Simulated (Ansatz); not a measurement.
**Where V_Li puts its levels in the gap of LiLaO2 (P2_1/c)**

Charge states of V_Li in LiLaO2 (P2_1/c), set against the band edges. Model: a cell of 64 host atoms with 1 Li taken out.

Calculated with Ansatz 0.2.0; place-levels on PBEsol runs: charge-transition levels and formation energies with image-charge correction and potential alignment at the atomic sites.

### 1. Set-up

The cell holds 63 atoms: 15 Li, 16 La and 32 O. Cell: a = 10.981 Å, b = 9.563 Å, c = 10.981 Å, α = 111.2°, β = 111.8°, γ = 111.1°. It derives from LiLaO2 (space group P2_1/c). Nearest the centre at fractional (0.664, 0.676, 0.653): O51 at 1.91 Å, O55 at 1.99 Å, O43 at 2.13 Å, O39 at 2.13 Å, La31 at 2.75 Å, O56 at 2.87 Å, La27 at 2.95 Å, La26 at 3.09 Å.

Screening for the image-charge correction: ε∞ = (4.50, 4.58, 4.51), ε0 = principal values (19.87, 20.07, 24.42), from a response run on this crystal (DFPT, PBEsol) at that run's own cell.

The cell's shortest repeat is 9.6 Å.

### 2. What was run first

A transition level is the Fermi level at which two charge states cost the same, so each charge needs its own total energy, at its own relaxed structure.

Each atom starts 0.05 Å or so off its site in a random direction. Forces are taken at one point at (¼, ¼, ¼). The cell holds 1 electron more than the neutral one, with a uniform background that keeps it neutral on the whole.

The sampling was tested on the host first: at the k-points planned (1x1x1 shifted 0.25 0.25 0.25) its energy lies -0.001 eV an atom from the dense-mesh value, under the bound of 0.02 eV set for this test; that bounds the host's error, not the defect's.

One of the inputs; charge, spin and start change from state to state.

qm1.relax/input.yaml

```yaml
crystal:
  lattice:
    - [-7.10172383, 6.15869257, 5.67639954]
    - [4.55785073, -6.15869257, 5.72242795]
    - [7.10172383, 6.15869257, -5.67639954]
  atoms:
    - { symbol: Li, position: [0.33570452, 0.3238903, 0.34722589] }
    - { symbol: Li, position: [0.33570452, 0.8238903, 0.84722589] }
    - { symbol: Li, position: [0.83570452, 0.3238903, 0.84722589] }
[... 3 atom lines left out ...]
    - { symbol: Li, position: [0.52333559, 0.4261097, 0.76181421] }
    - { symbol: Li, position: [0.52333559, 0.9261097, 0.26181421] }
[... 5 atom lines left out ...]
    - { symbol: Li, position: [0.47666441, 0.5738903, 0.23818579] }
[... 2 atom lines left out ...]
    - { symbol: La, position: [0.31346854, 0.49787746, 0.61403179] }
[... 2 atom lines left out ...]
    - { symbol: La, position: [0.81346854, 0.99787746, 0.61403179] }
[... 2 atom lines left out ...]
    - { symbol: La, position: [0.61615433, 0.25212254, 0.56559107] }
[... 3 atom lines left out ...]
    - { symbol: La, position: [0.68653146, 0.00212254, 0.88596821] }
    - { symbol: La, position: [0.68653146, 0.50212254, 0.38596821] }
[... 1 atom line left out ...]
    - { symbol: La, position: [0.38384567, 0.74787746, 0.43440893] }
[... 1 atom line left out ...]
    - { symbol: La, position: [0.88384567, 0.74787746, 0.93440893] }
[... 2 atom lines left out ...]
    - { symbol: O, position: [0.62729314, 0.05250471, 0.66469353] }
[... 4 atom lines left out ...]
    - { symbol: O, position: [0.61218881, 0.69749529, 0.82478842] }
[... 3 atom lines left out ...]
    - { symbol: O, position: [0.87270686, 0.94749529, 0.83530647] }
[... 1 atom line left out ...]
    - { symbol: O, position: [0.38781119, 0.80250471, 0.67521158] }
[... 5 atom lines left out ...]
    - { symbol: O, position: [0.58328271, 0.68499896, 0.47130777] }
[... 3 atom lines left out ...]
    - { symbol: O, position: [0.78630881, 0.56500104, 0.64828375] }
    - { symbol: O, position: [0.41671729, 0.31500104, 0.52869223] }
[... 2 atom lines left out ...]
    - { symbol: O, position: [0.91671729, 0.81500104, 0.52869223] }
[... 2 atom lines left out ...]
    - { symbol: O, position: [0.71369119, 0.43499896, 0.85171625] }
    - { symbol: O, position: [0.71369119, 0.93499896, 0.35171625] }
  supercell: [1, 1, 1]
  defects: [{ vacancy: 11 }]
total_charge: -1
basis:
  ecutwfc: 420
  xc_grid: 2
hamiltonian:
  xc: pbesol
kpoints:
  mp_grid: { grid: [1, 1, 1], shift: [0.25, 0.25, 0.25] }
scf:
  occupations: { method: fixed }
  max_iter: 100
output:
  forces: true
  charged_corrections:
    epsilon: [4.5, 4.58, 4.51]
    static_epsilon: [[20.94, 0.0, 1.74], [0.0, 19.87, 0.0], [1.74, 0.0, 23.55]]
relax:
  f_tol: 0.02
  max_steps: 80
  random_displacement: { amplitude: 0.05, seed: 2518 }
checkpoint:
  write: "../qm1.relax.run"
  compress: false
  write_wavefunctions: true
  write_every: 100000
```

The run is started by

```console
ansatz run input.yaml --threads 4 --pin off --max-ram 7536MiB --backend cpu --events-out ev --progress --plain --runs-dir out
```

Defect states can disperse in a cell of this size, so the energy is taken again at a 2×2×2 shifted mesh, on the relaxed structure.

The run of this state that the levels use, under PBEsol:

qm1.point/input.yaml

```yaml
crystal:
  checkpoint: "../qm1.relax.run"
  host: checkpoint
total_charge: -1
basis:
  ecutwfc: 420
  xc_grid: 2
hamiltonian:
  xc: pbesol
kpoints:
  mp_grid: { grid: [2, 2, 2], shift: [0.5, 0.5, 0.5] }
scf:
  occupations: { method: fermi_dirac, width: 0.01 }
  max_iter: 100
output:
  forces: true
  eigenvalues: true
  charged_corrections:
    epsilon: [4.5, 4.58, 4.51]
    static_epsilon: [[20.94, 0.0, 1.74], [0.0, 19.87, 0.0], [1.74, 0.0, 23.55]]
    defect_position: [0.664295, 0.67611, 0.652774]
  eigenstates: { localisation: true }
  populations: true
  band_densities: [{ bands: [v1, v1] }, { bands: [c1, c1] }]
  write_density: true
  write_potential: true
  volumetric_format: npy
  elf: true
checkpoint:
  read: "../qm1.relax.run"
  write: "../qm1.point.run"
  compress: false
  write_wavefunctions: false
  write_every: 100000
```

Relaxations under PBEsol at one point at (¼, ¼, ¼); times on 4 threads of Arm Neoverse V1, shared host:

```csv
charge,moment (μB),occupations,outcome,steps,largest displacement against the far atoms (Å),time
−1,0,fixed,converged,7,0.23,87 s
0,1,fixed,not converged,1,-,3 min
0,1,fermi-dirac,converged,11,0.54,7.5 min
+1,0,fixed,not converged,-,-,64 s
+1,0,fermi-dirac,converged,8,0.53,1.7 min
+1,2,fixed,converged,7,0.23,4 min
```

Single points under PBEsol at a 2×2×2 shifted mesh; times on 4 threads of Arm Neoverse V1, shared host:

```csv
charge,moment (μB),occupations,outcome,time
−1,0,fermi-dirac,converged,83 s
0,1,fermi-dirac,converged,3.8 min
+1,0,fermi-dirac,converged,95 s
+1,2,fermi-dirac,converged,4.2 min
```

Distances (Å) from the ideal centre to the nearest atoms after relaxation with PBEsol:

```csv
charge,moment (μB),1.,2.,3.,4.,5.,6.
−1,0,O 2.13,O 2.17,O 2.23,O 2.28,La 2.53,La 2.80
0,1,O 2.12,O 2.19,O 2.23,O 2.28,La 2.49,La 2.82
+1,0,O 2.11,O 2.19,O 2.24,O 2.30,La 2.51,La 2.81
+1,2,O 2.12,O 2.20,O 2.24,O 2.28,La 2.53,La 2.81
```

### 3. Placing the levels, PBEsol

A charged cell interacts with its images and the background, and its potential has another zero than the host's. place-levels removes the first by a point-charge model, screened by the static dielectric constant since the ions have relaxed around the charge, and the second by comparing potentials at atoms far from the defect.

The host is a run of the defect-free crystal in the same cutoffs, grids and k-points, so that basis and sampling errors cancel in part in the differences. Its band edges come from a run of the primitive cell that searches the zone for them. Chemical potentials are energies per atom of Li (bcc), run with the same functional and cutoff.

levels.point.yaml

```yaml
host:
  run: host.point.run
  levels_from: { run: edges.point.run }
states: [qm1.point.run, q0_M1.point.run, qp1.point.run, qp1_M2.point.run]
geometry_from:
  qm1.point.run: qm1.relax.run
  q0_M1.point.run: q0_M1.relax_smeared.run
  qp1.point.run: qp1.relax_smeared.run
  qp1_M2.point.run: qp1_M2.relax.run
  host.point.run: host.relax.run
chemical_potentials:
  Li:
    energy: -202.99658
    dataset: "<sha256 of the dataset>"
epsilon: [4.5, 4.58, 4.51]
static_epsilon:
  - [20.94, 0.0, 1.74]
  - [0.0, 19.87, 0.0]
  - [1.74, 0.0, 23.55]
vertical:
  - { from: qm1.point.run, to: qm1.point_neutral.run }
  - { from: qp1.point.run, to: qp1.point_neutral.run }
  - { from: qp1_M2.point.run, to: qp1_M2.point_neutral.run }
```

The run is started by

```console
ansatz place-levels levels.point.yaml -- --threads 4 --pin off --max-ram 7536MiB
```

Numbers of over 12 decimals in the logs are rounded to 6 here.

Output:

```text
[... repeated set-up lines and file paths are left out, and long positions are rounded to six places ...]
(+1/0) 0.000 eV above the valence edge (-0.165 eV without the band-filling correction), 3.737 eV under the conduction edge
(0/-1) 0.002 eV above the valence edge, 3.735 eV under the conduction edge
formation energy of charge +1: +3.653 eV with the Fermi level at the valence edge
formation energy of charge 0: +3.653 eV with the Fermi level at the valence edge
formation energy of charge -1: +3.655 eV with the Fermi level at the valence edge
vertical -1 to 0: no energy, since no alignment is typed
  the change from vertical[0].from (qm1.point.run) to vertical[0].to (qm1.point_neutral.run): by its potential at epsilon [4.5, 4.58, 4.51] it is spread over the cell along a vector, with an rms radius of about 5.8 Å (3.4 3.5 3.2 Å across the planes of the [...]
vertical +1 to 0: no energy, since no alignment is typed
  the change from vertical[1].from (qp1.point.run) to vertical[1].to (qp1.point_neutral.run): by its potential at epsilon [4.5, 4.58, 4.51] it is spread over the cell along a vector, with an rms radius of about 6.1 Å (3.5 3.5 3.6 Å across the planes of the [...]
vertical +1 to 0: no energy, since no alignment is typed
  the change from vertical[2].from (qp1_M2.point.run) to vertical[2].to (qp1_M2.point_neutral.run): by its potential at epsilon [4.5, 4.58, 4.51] it is spread over the cell along a vector, with an rms radius of about 6.2 Å (3.4 3.5 3.8 Å across the planes of [...]
  edges by pbesol of host.levels_from (edges.point.run), its mesh sampled to repeats of 29.15 Å (the valence edge +0.009 eV and the conduction edge -0.061 eV from those of the host's own run), gap 3.737 eV; the host is sampled to repeats of 23.32 Å
  the defect's cells are sampled to repeats of 23.32 Å, like sampling
  charge +1: -119678.5451 eV with its correction of -0.089 eV, at epsilon [[20.94, 0, 1.74], [0, 19.87, 0], [1.74, 0, 23.55]], aligned at sites: -0.1928 eV, mean over 32 atomic sites at or beyond 4.78 Å from the defect at [0.6643, 0.6761, 0.6528], with [...]
  states[2] (qp1.point.run): levels filled in part (TS 0.013 eV): its energy is of no whole electron's
  charge 0: +0.000 eV for its dipole among its images, +0.000 omitted
  states[1] (q0_M1.point.run): levels filled in part (TS 0.006 eV): its energy is of no whole electron's
  charge -1: -119661.3211 eV with its correction of +0.177 eV, at epsilon [[20.94, 0, 1.74], [0, 19.87, 0], [1.74, 0, 23.55]], aligned at sites: -0.0741 eV, mean over 32 atomic sites at or beyond 4.78 Å from the defect at [0.6643, 0.6761, 0.6528], with [...]
  charge +1: states[3] (qp1_M2.point.run) stands 0.021 eV higher, with a moment of 2.00 μB against 0.00
  states[3] (qp1_M2.point.run): levels filled in part (TS 0.007 eV): its energy is of no whole electron's
  of states[2] (qp1.point.run): it parts from the run at its places by a charge that spreads by about 3.5 Å along one vector (1.3 Å or more is wide), by its potential at epsilon [4.5, 4.58, 4.51], taken for that of held ions (one typed too small widens it), [...]
  of states[1] (q0_M1.point.run): its displacements don't fall off away from the defect: farther atoms stand 0.042 Å off the host's places. [...]
  of states[0] (qm1.point.run): it parts from the run at its places by a charge that spreads by about 3.5 Å along one vector (1.3 Å or more is wide), by its potential at epsilon [4.5, 4.58, 4.51], taken for that of held ions (one typed too small widens it), [...]
  of states[3] (qp1_M2.point.run): it parts from the run at its places by a charge that spreads by about 3.5 Å along one vector (1.3 Å or more is wide), by its potential at epsilon [4.5, 4.58, 4.51], taken for that of held ions (one typed too small widens [...]
  of vertical[0].from (qm1.point.run): its displacements don't fall off away from the defect: farther atoms stand 0.036 Å off the host's places. [...]
  vertical[0].to (qm1.point_neutral.run): levels filled in part (TS 0.006 eV): its energy is of no whole electron's
  of vertical[0].to (qm1.point_neutral.run): its displacements don't fall off away from the defect: farther atoms stand 0.036 Å off the host's places. [...]
  vertical[1].from (qp1.point.run): levels filled in part (TS 0.013 eV): its energy is of no whole electron's
  of vertical[1].from (qp1.point.run): its displacements don't fall off away from the defect: farther atoms stand 0.046 Å off the host's places. [...]
  vertical[1].to (qp1.point_neutral.run): levels filled in part (TS 0.006 eV): its energy is of no whole electron's
  of vertical[1].to (qp1.point_neutral.run): its displacements don't fall off away from the defect: farther atoms stand 0.046 Å off the host's places. [...]
  vertical[2].from (qp1_M2.point.run): levels filled in part (TS 0.007 eV): its energy is of no whole electron's
  of vertical[2].from (qp1_M2.point.run): its displacements don't fall off away from the defect: farther atoms stand 0.036 Å off the host's places. [...]
  vertical[2].to (qp1_M2.point_neutral.run): levels filled in part (TS 0.006 eV): its energy is of no whole electron's
  of vertical[2].to (qp1_M2.point_neutral.run): its displacements don't fall off away from the defect: farther atoms stand 0.036 Å off the host's places. [...]
```

It took 0.54 s on 4 threads of Arm Neoverse V1, shared host.

Under PBEsol the gap is 3.74 eV, (+1/0) 0.00 (with band filling), (0/−1) 0.00 eV.

Levels between the charges placed, in eV above the valence top:

```csv
,gap (eV),(+1/0),(0/−1)
PBEsol,3.74,0.00,0.00
```

Corrections by state:

```csv
charge,moment (μB),image terms and alignment (eV),band filling (eV),ε used,"over the lowest of its charge, as the program ranks them, band filling apart (eV)"
+1,0.0,-0.089,-0.165,"principal values (19.87, 20.07, 24.42)",0.000
0,1.0,0.000,-,-,0.000
−1,0.0,0.177,-,"principal values (19.87, 20.07, 24.42)",0.000
+1,2.0,-0.082,-,"principal values (19.87, 20.07, 24.42)",0.021
```

The charged structures listed were also run neutral, and place-levels reads from each pair, by the potential or the spins, how wide the charge is by which they differ; that can be the carrier of either run.

```csv
charge,rms radius (Å),spread where it is widest against the cell (Å),wide from (Å),reading
+1,6.1,3.53,1.27,wide
−1,5.8,3.53,1.27,wide
```

The neutral runs of these pairs need not share the spin of the lowest neutral state, and very wide values only mean spread over the cell.

From the program's caveats on the states, each cut to its opening words:

- charge +1, −1, +1 (2 μB): it parts from the run at its places by a charge that spreads by about 3.5 Å along one vector (1.3 Å or more is wide), by its potential at epsilon [4.5, 4.58, [...]
- charge +1: a band-filling correction moves a carrier to the host's band edge, which changes its energy by -0.165 eV
- charge +1: its displacements don't fall off away from the defect: farther atoms stand 0.046 Å off the host's places
- charge 0 (1 μB): its displacements don't fall off away from the defect: farther atoms stand 0.042 Å off the host's places
- charge 0 (1 μB): its moments are held at its close (magnetization.spin_locking), by a field of 0.032 eV a Bohr magneton, and its energy and levels are of the state that this [...]
- charge −1, +1 (2 μB): its displacements don't fall off away from the defect: farther atoms stand 0.036 Å off the host's places
- charge +1 (2 μB): its moments are held at its close (magnetization.spin_locking), by a field of 0.023 eV a Bohr magneton, and its energy and levels are of the state that this [...]

Chemical potentials of the elements' reference phases, run alike. Formation energies (elemental references), with the Fermi level at the valence top and at the conduction bottom (gap 3.74 eV):

```csv
charge,at valence top (eV),at conduction bottom (eV),correction included (eV)
+1,3.65,7.39,-0.25
0,3.65,3.65,0.00
−1,3.65,-0.08,0.18
```

```csv
Fermi level (eV),lowest formation energy (eV)
0.00,3.65
0.34,3.32
0.68,2.98
1.02,2.64
1.36,2.30
1.70,1.96
2.04,1.62
2.38,1.28
2.72,0.94
3.06,0.60
3.40,0.26
3.74,-0.08
```

### 4. Levels against the band edges, r2SCAN

r2SCAN on the same structure is run to see how far the result rests on the functional, though not on the errors that semilocal functionals share; the sampling changes too, to one point at (¼, ¼, ¼), so differences hold both changes.

qm1.r2scan/input.yaml

```yaml
crystal:
  checkpoint: "../qm1.relax.run"
  host: checkpoint
total_charge: -1
basis:
  ecutwfc: 500
  xc_grid: 2
hamiltonian:
  xc: r2scan
kpoints:
  mp_grid: { grid: [1, 1, 1], shift: [0.25, 0.25, 0.25] }
scf:
  occupations: { method: fermi_dirac, width: 0.01 }
  max_iter: 100
output:
  forces: true
  eigenvalues: true
  charged_corrections:
    epsilon: [4.5, 4.58, 4.51]
    static_epsilon: [[20.94, 0.0, 1.74], [0.0, 19.87, 0.0], [1.74, 0.0, 23.55]]
    defect_position: [0.664295, 0.67611, 0.652774]
checkpoint:
  write: "../qm1.r2scan.run"
  compress: false
  write_wavefunctions: false
  write_every: 100000
```

Run time: 35 s. Hardware: 4 threads; peak memory 2.1 GiB.

levels.r2scan.yaml

```yaml
host:
  run: host.r2scan.run
  levels_from: { run: edges.r2scan.run }
states: [qm1.r2scan.run, q0_M1.r2scan.run, qp1.r2scan.run, qp1_M2.r2scan.run]
geometry_from:
  qm1.r2scan.run: qm1.relax.run
  q0_M1.r2scan.run: q0_M1.relax_smeared.run
  qp1.r2scan.run: qp1.relax_smeared.run
  qp1_M2.r2scan.run: qp1_M2.relax.run
  host.r2scan.run: host.relax.run
chemical_potentials:
  Li:
    energy: -205.1324
    dataset: "<sha256 of the dataset>"
```

The run is started by

```console
ansatz place-levels levels.r2scan.yaml -- --threads 4 --pin off --max-ram 7536MiB
```

Output:

```text
(+1/0) 0.040 eV beneath the valence edge (-0.136 eV without the band-filling correction), in the valence band
(0/-1) 0.022 eV above the valence edge, 4.264 eV under the conduction edge
formation energy of charge +1: +3.956 eV with the Fermi level at the valence edge
formation energy of charge 0: +3.916 eV with the Fermi level at the valence edge
formation energy of charge -1: +3.938 eV with the Fermi level at the valence edge
  edges by r2scan of host.levels_from (edges.r2scan.run), its mesh sampled to repeats of 29.15 Å (the valence edge +0.144 eV and the conduction edge -0.286 eV from those of the host's own run), gap 4.286 eV; the host is sampled to repeats of 14.63 Å
[... the lines on each state left out ...]
```

It took 0.3 s on 4 threads.

Under r2SCAN the gap is 4.29 eV, (+1/0) -0.04 (outside the gap) (with band filling), (0/−1) 0.02 eV; the stage before (PBEsol, at other k-points) gave a gap of 3.74 eV and levels within 0.04 eV of these.

### 5. Side by side

Levels between neighbouring charges, in eV above each run's own valence top:

```csv
,gap (eV),(+1/0),(0/−1),CPU time a state at this stage (restarts are quicker than cold starts)
"PBEsol, 2×2×2 shifted mesh",3.74,0.00,0.00,10 min
"r2SCAN on PBEsol structures, (¼, ¼, ¼)",4.29,-0.04,0.02,5.8 min
```

### 6. Outcome

| Item | Value |
| --- | --- |
| gap of the host | 3.74 eV (PBEsol) |
| level (plus 1/0) | 0.00 eV above the valence top (-0.16 eV above the valence top without the band-filling term) |
| level (0/minus 1) | 0.00 eV above the valence top |
| lowest of the charges placed, just above the valence top (0.02 eV) | −1 |
| lowest of the charges placed, just below the conduction bottom (0.02 eV) | −1 |
| lowest formation energy at mid-gap of the charges run, elemental references | 1.79 eV |

**Reading.** Of the charges placed (−1, 0 and +1), −1 is the lowest from 0.02 eV above the valence top to 0.02 eV below the conduction bottom, a gap of 3.74 eV. (0/−1) lies 0.00 eV from a band edge, less than the doubt on such levels. Charges below −1 were not placed, so these runs say nothing of levels that involve them. States placed: +1 at 0 μB and 2 μB; 0 at 1 μB; −1 at 0 μB. Other spin states or structures, where not listed, weren't placed. The program finds carriers beyond a band edge of the host and adds a band-filling term at charge +1 (-0.16 eV); steps to such a charge show no bound level, and a defect level inside a band would be read the same way. Keep in mind: PBEsol makes the gap too small and tends to spread out bound carriers; where a gas molecule sets a chemical potential or the host's formation energy, its binding is uncorrected; spin–orbit coupling, which can matter with heavy atoms, is left out.

[Logs are printed without paths, hosts, clocks, repeated set-up lines and the standing remarks that a program may print on its own settings, such as how far it seeks lower states.]

[Hosts, paths, dates, database ids (printed as entryN), source tags and the programs' standing remarks are cut or masked in the printed files.]

[Where a table of states has a column of steps, it counts the stored structures, which are thinned; the runs took as many ionic steps or more.]

[A defect's name tells the site on which it was built; relaxed atoms can leave that site.]

[For some hosts the program warned that the k-mesh of the response run may be too coarse for force constants and the static dielectric constant; such warnings are not shown here.]
